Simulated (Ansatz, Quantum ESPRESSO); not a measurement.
# Work function of Ba(110), 5 layers, one monolayer of In on hollow sites, part 3 of 8

Wanted: work functions and the surface dipole of Ba(110), 5 layers, one monolayer of In on hollow sites at several levels, with their cost.

Quantum ESPRESSO 7.5; plane-wave DFT, PBE, GBRV ultrasoft pseudopotentials; geometry and cross-check by Ansatz 0.2.0 with PAW datasets.

So far. Step 3 (Self-consistent run): The run needed 112 iterations to bring the estimated error under 1e-07 Ry; the largest force on any atom, held or free, is 0.07 eV/Å. Step 4 (Electrostatic potential): The vacuum is flat to 2.9 meV/Å, so its level is well defined. Inside the slab the curve depends on the local part of the pseudopotentials; only the vacuum level has a meaning of its own.

### Step 5. Macroscopic average

average.x takes the planar mean and smooths it over a window of one repeat.

File avg.in:

```
1
pot.dat
1.0
374
3
6.7079155497
```

Command:

```bash
$ OMP_NUM_THREADS=1 average.x < avg.in > avg.out
```

Log:

```text
[banner, memory and clock lines left out]
Program AVERAGE v.7.5 starts

          URL

     Reading header from file  pot.dat
     Reading data from file  pot.dat
     Output written to file avg.dat

[...]
```

Wall time 0.58 s (1 MPI rank of Arm Neoverse V2, shared host); peak memory 0.13 GiB.

This step gave:

```
average.x's running mean inside the slab, on the run's own zero                  : 0.1941 eV
mean potential by an exact Fourier window inside the slab, on the run's own zero : 0.1947 eV
```

Electrostatic potential energy of an electron, with the sawtooth; zero at the Fermi level; window 3.5497 Å. Table of potential energy by z:

```
z (Å)  planar mean (eV)  running mean (eV)
    0              2.75               2.96
    1              2.41               2.58
    2              2.41               2.41
    3              2.41               2.40
    4              2.40               2.36
    5              2.32               2.13
    6              1.91              0.992
    7           -0.0729              -1.35
    8             -5.85              -2.46
    9             -3.42              -2.29
   10              1.46              -2.03
   11             -2.15              -2.12
   12             -5.90              -2.20
   13            -0.159              -2.09
   14             0.883              -2.07
   15             -5.24              -2.22
   16             -4.09              -2.19
   17              1.35              -2.06
   18             -1.54              -2.16
   19             -6.06              -2.27
   20            -0.782              -2.11
   21              1.16              -1.97
   22             -4.47              -2.20
   23             -4.77              -3.39
   24             -1.02              -3.93
   25             -6.76              -1.75
   26              1.92             -0.273
   27              3.59               2.48
   28              3.76               3.65
   29              3.77               3.76
   30              3.78               3.78
   31              3.78               3.73
   32              3.78               3.44
   33              2.96               3.04
```

Where the running mean is not flat inside, average.x's window, rounded to the grid, doesn't match the spacings there.

### Step 6. Valence density

plot_num = 0 writes the valence density.

File rho.in:

```
&inputpp
  prefix = 'scf'
  outdir = './out'
  filplot = 'rho.dat'
  plot_num = 0
/
```

Command:

```bash
$ OMP_NUM_THREADS=1 mpirun -n 4 pp.x -in rho.in > rho.out
```

Log:

```text
[banner, memory and clock lines left out]
Program POST-PROC v.7.5 starts

          URL

     ./out/scf.save/

     IMPORTANT: XC functional enforced from input :
     Exchange-correlation= PBE
                           (   1   4   3   4   0   0   0)
     Any further DFT definition will be discarded
     Please, verify this is what you really want

     negative rho (up, down):  4.403E-01 0.000E+00

     Adding external electric field

     Computed dipole along edir(3) :
        Dipole               -0.2539 Ry au,         -0.6453 Debye
        Dipole field         -0.0008 Ry au,

        Potential amp.        0.0963 Ry
        Total length         60.2270 bohr

     Calling punch_plot, plot_num =   0
     Writing data to file  rho.dat
     Message from routine chdens:
     namelist plot not found or invalid, exiting
```

Wall time 1.4 s (4 MPI ranks); peak memory 0.31 GiB.

Numbers from this step:

```
electrons by integration : 63.00 e
```

Mean over planes. The valence density, planar mean by z:

```
z (Å)  valence density, planar mean (e/Å³)
    3                               4.5e-5
    4                               2.7e-4
    5                              0.00151
    6                              0.00704
    7                               0.0445
    8                                0.286
    9                                0.212
   10                               0.0416
   11                                0.157
   12                                0.276
   13                               0.0773
   14                               0.0505
   15                                0.283
   16                                0.244
   17                               0.0432
   18                                0.127
   19                                0.272
   20                               0.0942
   21                               0.0422
   22                                0.264
   23                                0.280
   24                                0.121
   25                                0.639
   26                               0.0535
   27                              0.00527
   28                               5.4e-4
   29                               5.8e-5
```

Valence density in the ca plane at fractional y = 0.000, with atoms of Ba within 0.2 Å of it. It is the smooth field of the valence electrons, not physical close to the nuclei.

Ten steps, logarithmic in the rise over the least value, from '0' (-1.0 e/Å³) to '9' (1.4 e/Å³), each cell a mean:
```
99988888888888889999998888888888888888888888
99888888888888888999988888888888888888888888
88888888888888888888888888888888888888888888
88888888888888888888888888888888888888888888
88888888888888888888888888888888888888888888
88888888888888888888888888888888888888888888
88888888888888888888888888888888888888888888
88888888888888888888888888888888888888888888
99888888888888888999988888888888888888888888
99988888888888889999998888888888888888888888
89988888888888889970998888888888888888888888
```
Columns run along c (16.0 Å, from fractional 0.47 to 0.96 of the cell), rows up along a (4.3 Å). Atoms in or near the plane, at fractional coordinates: Ba at (0.68, 0.02).

The density integrates to 63.000 electrons, as the 63 of the input ask.

### Step 7. Projected density of states

projwfc.x splits the states by atom and orbital; the spilling says how much the atomic basis misses.

File pdos.in:

```
&projwfc
  prefix = 'scf'
  outdir = './out'
  filpdos = 'pdos'
  Emin = -5.667
  Emax = 6.333
  DeltaE = 0.1
  ngauss = 0
  degauss = 0.01
/
```

Command:

```bash
$ OMP_NUM_THREADS=1 mpirun -n 4 projwfc.x -in pdos.in > pdos.out
```

Log:

```text
[banner, memory and clock lines left out]
Program PROJWFC v.7.5 starts

          URL

     ./out/scf.save/

     IMPORTANT: XC functional enforced from input :
     Exchange-correlation= PBE
                           (   1   4   3   4   0   0   0)
     Any further DFT definition will be discarded
     Please, verify this is what you really want

     negative rho (up, down):  4.403E-01 0.000E+00

     Adding external electric field

     Computed dipole along edir(3) :
        Dipole               -0.2539 Ry au,         -0.6453 Debye
        Dipole field         -0.0008 Ry au,

        Potential amp.        0.0963 Ry
        Total length         60.2270 bohr

     Gaussian broadening (read from input): ngauss,degauss=   0    0.010000

     Calling projwave ....
     one sub-group per band group will be used

     linear algebra parallelized on   4 procs

  Problem Sizes
  natomwfc =           74
  nx       =           37
  nbnd     =           38
  nkstot   =           34
  npwx     =         4322
  nkb      =          143

     Atomic states used for projection
     (read from pseudopotential files):

     state #   1: atom   1 (Ba ), wfc  1 (l=0 m= 1)
     state #   2: atom   1 (Ba ), wfc  2 (l=1 m= 1)
     state #   3: atom   1 (Ba ), wfc  2 (l=1 m= 2)
     state #   4: atom   1 (Ba ), wfc  2 (l=1 m= 3)
     state #   5: atom   1 (Ba ), wfc  3 (l=2 m= 1)
     state #   6: atom   1 (Ba ), wfc  3 (l=2 m= 2)
     state #   7: atom   1 (Ba ), wfc  3 (l=2 m= 3)
     state #   8: atom   1 (Ba ), wfc  3 (l=2 m= 4)
     state #   9: atom   1 (Ba ), wfc  3 (l=2 m= 5)
     state #  10: atom   1 (Ba ), wfc  4 (l=0 m= 1)
     state #  11: atom   1 (Ba ), wfc  5 (l=1 m= 1)
     state #  12: atom   1 (Ba ), wfc  5 (l=1 m= 2)
     state #  13: atom   1 (Ba ), wfc  5 (l=1 m= 3)
     state #  14: atom   2 (Ba ), wfc  1 (l=0 m= 1)
     state #  15: atom   2 (Ba ), wfc  2 (l=1 m= 1)
     state #  16: atom   2 (Ba ), wfc  2 (l=1 m= 2)
     state #  17: atom   2 (Ba ), wfc  2 (l=1 m= 3)
     state #  18: atom   2 (Ba ), wfc  3 (l=2 m= 1)
     state #  19: atom   2 (Ba ), wfc  3 (l=2 m= 2)
     state #  20: atom   2 (Ba ), wfc  3 (l=2 m= 3)
     state #  21: atom   2 (Ba ), wfc  3 (l=2 m= 4)
     state #  22: atom   2 (Ba ), wfc  3 (l=2 m= 5)
     state #  23: atom   2 (Ba ), wfc  4 (l=0 m= 1)
     state #  24: atom   2 (Ba ), wfc  5 (l=1 m= 1)
     state #  25: atom   2 (Ba ), wfc  5 (l=1 m= 2)
     state #  26: atom   2 (Ba ), wfc  5 (l=1 m= 3)
     state #  27: atom   3 (Ba ), wfc  1 (l=0 m= 1)
     state #  28: atom   3 (Ba ), wfc  2 (l=1 m= 1)
     state #  29: atom   3 (Ba ), wfc  2 (l=1 m= 2)
     state #  30: atom   3 (Ba ), wfc  2 (l=1 m= 3)
     state #  31: atom   3 (Ba ), wfc  3 (l=2 m= 1)
     state #  32: atom   3 (Ba ), wfc  3 (l=2 m= 2)
     state #  33: atom   3 (Ba ), wfc  3 (l=2 m= 3)
     state #  34: atom   3 (Ba ), wfc  3 (l=2 m= 4)
     state #  35: atom   3 (Ba ), wfc  3 (l=2 m= 5)
     state #  36: atom   3 (Ba ), wfc  4 (l=0 m= 1)
     state #  37: atom   3 (Ba ), wfc  5 (l=1 m= 1)
     state #  38: atom   3 (Ba ), wfc  5 (l=1 m= 2)
     state #  39: atom   3 (Ba ), wfc  5 (l=1 m= 3)
     state #  40: atom   4 (Ba ), wfc  1 (l=0 m= 1)
     state #  41: atom   4 (Ba ), wfc  2 (l=1 m= 1)
     state #  42: atom   4 (Ba ), wfc  2 (l=1 m= 2)
     state #  43: atom   4 (Ba ), wfc  2 (l=1 m= 3)
     state #  44: atom   4 (Ba ), wfc  3 (l=2 m= 1)
     state #  45: atom   4 (Ba ), wfc  3 (l=2 m= 2)
     state #  46: atom   4 (Ba ), wfc  3 (l=2 m= 3)
     state #  47: atom   4 (Ba ), wfc  3 (l=2 m= 4)
     state #  48: atom   4 (Ba ), wfc  3 (l=2 m= 5)
     state #  49: atom   4 (Ba ), wfc  4 (l=0 m= 1)
     state #  50: atom   4 (Ba ), wfc  5 (l=1 m= 1)
     state #  51: atom   4 (Ba ), wfc  5 (l=1 m= 2)
     state #  52: atom   4 (Ba ), wfc  5 (l=1 m= 3)
     state #  53: atom   5 (Ba ), wfc  1 (l=0 m= 1)
     state #  54: atom   5 (Ba ), wfc  2 (l=1 m= 1)
     state #  55: atom   5 (Ba ), wfc  2 (l=1 m= 2)
     state #  56: atom   5 (Ba ), wfc  2 (l=1 m= 3)
     state #  57: atom   5 (Ba ), wfc  3 (l=2 m= 1)
     state #  58: atom   5 (Ba ), wfc  3 (l=2 m= 2)
     state #  59: atom   5 (Ba ), wfc  3 (l=2 m= 3)
     state #  60: atom   5 (Ba ), wfc  3 (l=2 m= 4)
     state #  61: atom   5 (Ba ), wfc  3 (l=2 m= 5)
     state #  62: atom   5 (Ba ), wfc  4 (l=0 m= 1)
     state #  63: atom   5 (Ba ), wfc  5 (l=1 m= 1)
     state #  64: atom   5 (Ba ), wfc  5 (l=1 m= 2)
     state #  65: atom   5 (Ba ), wfc  5 (l=1 m= 3)
     state #  66: atom   6 (In ), wfc  1 (l=2 m= 1)
     state #  67: atom   6 (In ), wfc  1 (l=2 m= 2)
     state #  68: atom   6 (In ), wfc  1 (l=2 m= 3)
     state #  69: atom   6 (In ), wfc  1 (l=2 m= 4)
     state #  70: atom   6 (In ), wfc  1 (l=2 m= 5)
     state #  71: atom   6 (In ), wfc  2 (l=0 m= 1)
     state #  72: atom   6 (In ), wfc  3 (l=1 m= 1)
     state #  73: atom   6 (In ), wfc  3 (l=1 m= 2)
     state #  74: atom   6 (In ), wfc  3 (l=1 m= 3)

[... projections of each state ...]
Lowdin Charges:

     Atom #   1: total charge =   9.9731, s =  2.4970,
     Atom #   1: total charge =   9.9731, p =  6.5342, pz=  2.1262, px=  2.2076, py=  2.2004,
     Atom #   1: total charge =   9.9731, d =  0.9419, dz2=  0.1208, dxz=  0.1806, dyz=  0.1198, dx2-y2=  0.3008, dxy=  0.2198,
     Atom #   2: total charge =  10.0187, s =  2.3736,
     Atom #   2: total charge =  10.0187, p =  6.5549, pz=  2.1838, px=  2.1832, py=  2.1879,
     Atom #   2: total charge =  10.0187, d =  1.0902, dz2=  0.1931, dxz=  0.2933, dyz=  0.1737, dx2-y2=  0.2586, dxy=  0.1716,
     Atom #   3: total charge =   9.9934, s =  2.3719,
     Atom #   3: total charge =   9.9934, p =  6.5491, pz=  2.1824, px=  2.1842, py=  2.1825,
     Atom #   3: total charge =   9.9934, d =  1.0724, dz2=  0.1955, dxz=  0.2826, dyz=  0.1684, dx2-y2=  0.2529, dxy=  0.1730,
     Atom #   4: total charge =  10.0004, s =  2.3782,
     Atom #   4: total charge =  10.0004, p =  6.5388, pz=  2.1842, px=  2.1766, py=  2.1781,
     Atom #   4: total charge =  10.0004, d =  1.0834, dz2=  0.1965, dxz=  0.2826, dyz=  0.1707, dx2-y2=  0.2585, dxy=  0.1751,
     Atom #   5: total charge =  10.5499, s =  2.3870,
     Atom #   5: total charge =  10.5499, p =  6.8269, pz=  2.3323, px=  2.2426, py=  2.2520,
     Atom #   5: total charge =  10.5499, d =  1.3360, dz2=  0.2869, dxz=  0.2790, dyz=  0.2604, dx2-y2=  0.2910, dxy=  0.2188,
     Atom #   6: total charge =  12.4173, s =  1.3120,
     Atom #   6: total charge =  12.4173, p =  1.1165, pz=  0.3408, px=  0.4053, py=  0.3704,
     Atom #   6: total charge =  12.4173, d =  9.9887, dz2=  1.9983, dxz=  1.9978, dyz=  1.9970, dx2-y2=  1.9977, dxy=  1.9980,
     Spilling Parameter:   0.0007
```

It took 3.7 s on 4 MPI ranks; peak memory 0.31 GiB; 14 s of CPU time.

Read from the output:

```
spilling of the projection : 7.00e-4
```

Projected DOS an atom over height of the atomic layer and energy from the Fermi level. Columns are the atomic layers from the bottom up.

Ten even steps from '0' (0.00 states/eV) to '9' (3.46 states/eV), each cell a mean:
```
955553
433453
444432
333232
111221
110100
000000
000000
000000
000000
000000
000000
000012
000023
000012
000000
000000
000000
000000
000000
000000
000000
```
Columns: height of the atomic layer (Å) from 8.3 to 24.9 (not evenly spaced); rows upwards: energy from the Fermi level (eV) from -8.00 to 0.500.

The atomic orbitals miss 0.1 % of the occupied states; for empty states the projections can miss much more.

### Step 8. Ground state, with startingpot = atomic

A first try, with the settings that serve most slabs.

File esm.try.in:

```
&control
  prefix = 'esm'
  outdir = './out'
  pseudo_dir = './pseudo'
  calculation = 'scf'
  tprnfor = .true.
/
&system
  ibrav = 0
  nat = 6
  ntyp = 2
  ecutwfc = 40
  ecutrho = 200
  occupations = 'smearing'
  smearing = 'mv'
  degauss = 0.02
  assume_isolated = 'esm'
  esm_bc = 'bc1'
/
&electrons
  conv_thr = 1e-07
  mixing_beta = 0.4
  electron_maxstep = 120
  mixing_mode = 'local-TF'
/
ATOMIC_SPECIES
  Ba  137.3270  ba_pbe_v1.uspp.F.UPF
  In  114.8180  in_pbe_v1.4.uspp.F.UPF
CELL_PARAMETERS angstrom
  3.54967604160000 -2.51000000000000 0.00000000000000
  3.54967604160000 2.51000000000000 0.00000000000000
  0.00000000000000 0.00000000000000 33.19870416620000
ATOMIC_POSITIONS crystal
  Ba  0.000000000000 0.000000000000 -0.250140196035
  Ba  0.500000000000 0.500000000000 -0.143218069735
  Ba  0.000000000000 0.000000000000 -0.036295943335
  Ba  0.492663117817 0.492663117817 0.070321886887
  Ba  0.017878573520 0.017878573520 0.178475644335
  In  0.411704114571 0.411704114571 0.250140196035
K_POINTS automatic
  8 8 1 0 0 0
```

Command:

```bash
$ OMP_NUM_THREADS=1 mpirun -n 4 pw.x -nk 4 -in esm.try.in > esm.try.out
```

Log:

```text
[banner, memory and clock lines left out]
Program PWSCF v.7.5 starts

          URL

     Message from routine setup:
     using ibrav=0 with symmetry is DISCOURAGED, use correct ibrav instead

     G-vector sticks info

     bravais-lattice index     =            0
     lattice parameter (alat)  =       8.2155  a.u.
     unit-cell volume          =    3992.1805 (a.u.)^3
     number of atoms/cell      =            6
     number of atomic types    =            2
     number of electrons       =        63.00
     number of Kohn-Sham states=           38
     kinetic-energy cutoff     =      40.0000  Ry
     charge density cutoff     =     200.0000  Ry
     scf convergence threshold =      1.0E-07
     mixing beta               =       0.4000
     number of iterations used =            8  local-TF  mixing
     Exchange-correlation=  SLA  PW   PBX  PBC
                           (   1   4   3   4   0   0   0)

     Effective Screening Medium Method
     Boundary Conditions: Vacuum-Slab-Vacuum
     total charge in unit cell        =   0.0000
     grid points for fit at edges     =        4

     celldm(1)=   8.215485  celldm(2)=   0.000000  celldm(3)=   0.000000
     celldm(4)=   0.000000  celldm(5)=   0.000000  celldm(6)=   0.000000

     crystal axes: (cart. coord. in units of alat)
               a(1) = (   0.816497  -0.577350   0.000000 )
               a(2) = (   0.816497   0.577350   0.000000 )
               a(3) = (   0.000000   0.000000   7.636367 )

     reciprocal axes: (cart. coord. in units 2 pi/alat)
               b(1) = (  0.612372 -0.866025  0.000000 )
               b(2) = (  0.612372  0.866025 -0.000000 )
               b(3) = ( -0.000000  0.000000  0.130952 )

     PseudoPot. # 1 for Ba read from file:
     ./pseudo/ba_pbe_v1.uspp.F.UPF
     Pseudo is Ultrasoft + core correction, Zval = 10.0
     Generated by new atomic code, or converted to UPF format
     Using radial grid of  907 points,  7 beta functions with:
                l(1) =   0
                l(2) =   0
                l(3) =   1
                l(4) =   1
                l(5) =   2
                l(6) =   2
                l(7) =   3
     Q(r) pseudized with  6 coefficients,  rinner =    1.700   1.700   1.700
                                                       1.700   1.700   1.700
                                                       1.700

     PseudoPot. # 2 for In read from file:
     ./pseudo/in_pbe_v1.4.uspp.F.UPF
     Pseudo is Ultrasoft + core correction, Zval = 13.0
     Generated by new atomic code, or converted to UPF format
     Using radial grid of  889 points,  6 beta functions with:
                l(1) =   0
                l(2) =   0
                l(3) =   1
                l(4) =   1
                l(5) =   2
                l(6) =   2
     Q(r) pseudized with  6 coefficients,  rinner =    1.400   1.400   1.400
[...]
ethr =  5.48E-03,  avg # of iterations = 29.2

     negative rho (up, down):  2.976E+00 0.000E+00

     total energy              =    -494.50933652 Ry
     estimated scf accuracy    <      62.60988650 Ry

     iteration #114     ecut=    40.00 Ry     beta= 0.40
     Davidson diagonalization with overlap
     c_bands:  5 eigenvalues not converged
     c_bands:  5 eigenvalues not converged
     c_bands:  5 eigenvalues not converged
     ethr =  5.48E-03,  avg # of iterations = 40.8

     negative rho (up, down):  2.277E+00 0.000E+00

     total energy              =    -484.94168362 Ry
     estimated scf accuracy    <     340.56432811 Ry

     iteration #115     ecut=    40.00 Ry     beta= 0.40
     Davidson diagonalization with overlap
     c_bands:  2 eigenvalues not converged
     c_bands:  1 eigenvalues not converged
     c_bands:  2 eigenvalues not converged
     c_bands:  1 eigenvalues not converged
     c_bands:  3 eigenvalues not converged
     c_bands:  1 eigenvalues not converged
     ethr =  5.48E-03,  avg # of iterations = 19.8

     negative rho (up, down):  2.251E+00 0.000E+00

     total energy              =    -493.67182978 Ry
     estimated scf accuracy    <     235.94737052 Ry

     iteration #116     ecut=    40.00 Ry     beta= 0.40
     Davidson diagonalization with overlap
     ethr =  5.48E-03,  avg # of iterations =  1.2

     negative rho (up, down):  1.917E+00 0.000E+00

     total energy              =    -497.12934398 Ry
     estimated scf accuracy    <     205.04909012 Ry

     iteration #117     ecut=    40.00 Ry     beta= 0.40
     Davidson diagonalization with overlap
     ethr =  5.48E-03,  avg # of iterations =  4.8

     negative rho (up, down):  2.453E+00 0.000E+00

     total energy              =    -507.58908114 Ry
     estimated scf accuracy    <     271.49594448 Ry

     iteration #118     ecut=    40.00 Ry     beta= 0.40
     Davidson diagonalization with overlap
     c_bands:  1 eigenvalues not converged
     c_bands:  1 eigenvalues not converged
     c_bands:  4 eigenvalues not converged
     ethr =  5.48E-03,  avg # of iterations = 14.5

     negative rho (up, down):  1.808E+00 0.000E+00

     total energy              =    -492.43711890 Ry
     estimated scf accuracy    <     334.70368872 Ry

     iteration #119     ecut=    40.00 Ry     beta= 0.40
     Davidson diagonalization with overlap
     ethr =  5.48E-03,  avg # of iterations =  3.0

     negative rho (up, down):  1.599E+00 0.000E+00

     total energy              =    -484.70753677 Ry
     estimated scf accuracy    <     310.92728710 Ry

     iteration #120     ecut=    40.00 Ry     beta= 0.40
     Davidson diagonalization with overlap
     ethr =  5.48E-03,  avg # of iterations =  3.1

     negative rho (up, down):  1.554E+00 0.000E+00

     total energy              =    -461.40589017 Ry
     estimated scf accuracy    <     231.43637609 Ry

     End of self-consistent calculation

     convergence NOT achieved after 120 iterations: stopping

     XML data file, charge density

                                        0.00s GPU  (   13906 calls)

Note: The following floating-point exceptions are signalling: IEEE_DIVIDE_BY_ZERO IEEE_UNDERFLOW_FLAG
Note: The following floating-point exceptions are signalling: IEEE_DIVIDE_BY_ZERO IEEE_UNDERFLOW_FLAG
Note: The following floating-point exceptions are signalling: IEEE_DIVIDE_BY_ZERO IEEE_UNDERFLOW_FLAG
Note: The following floating-point exceptions are signalling: IEEE_DIVIDE_BY_ZERO IEEE_UNDERFLOW_FLAG
```

The job ended after 49 min (4 MPI ranks; peak memory 1.9 GiB).

The run ended without convergence. The estimated SCF accuracy went from 2.9e+03 Ry in the first cycle kept to 3.45 Ry at best and 231 Ry in the last.

From atomic densities this run did not converge under open boundaries; a start from the density of a periodic run is one way round.

[end of part 3 of 8]

[Logs are printed without paths, hosts, clocks, repeated set-up lines and the standing remarks that a program may print on its own settings, such as how far it seeks lower states.]

[Hosts, paths, dates, database ids (printed as entryN), source tags and the programs' standing remarks are cut or masked in the printed files.]

[Maps of the electrostatic potential energy from Ansatz leave out the sawtooth potential of an applied field or a dipole correction, so their vacuum need not be flat; planar profiles and work functions include it.]
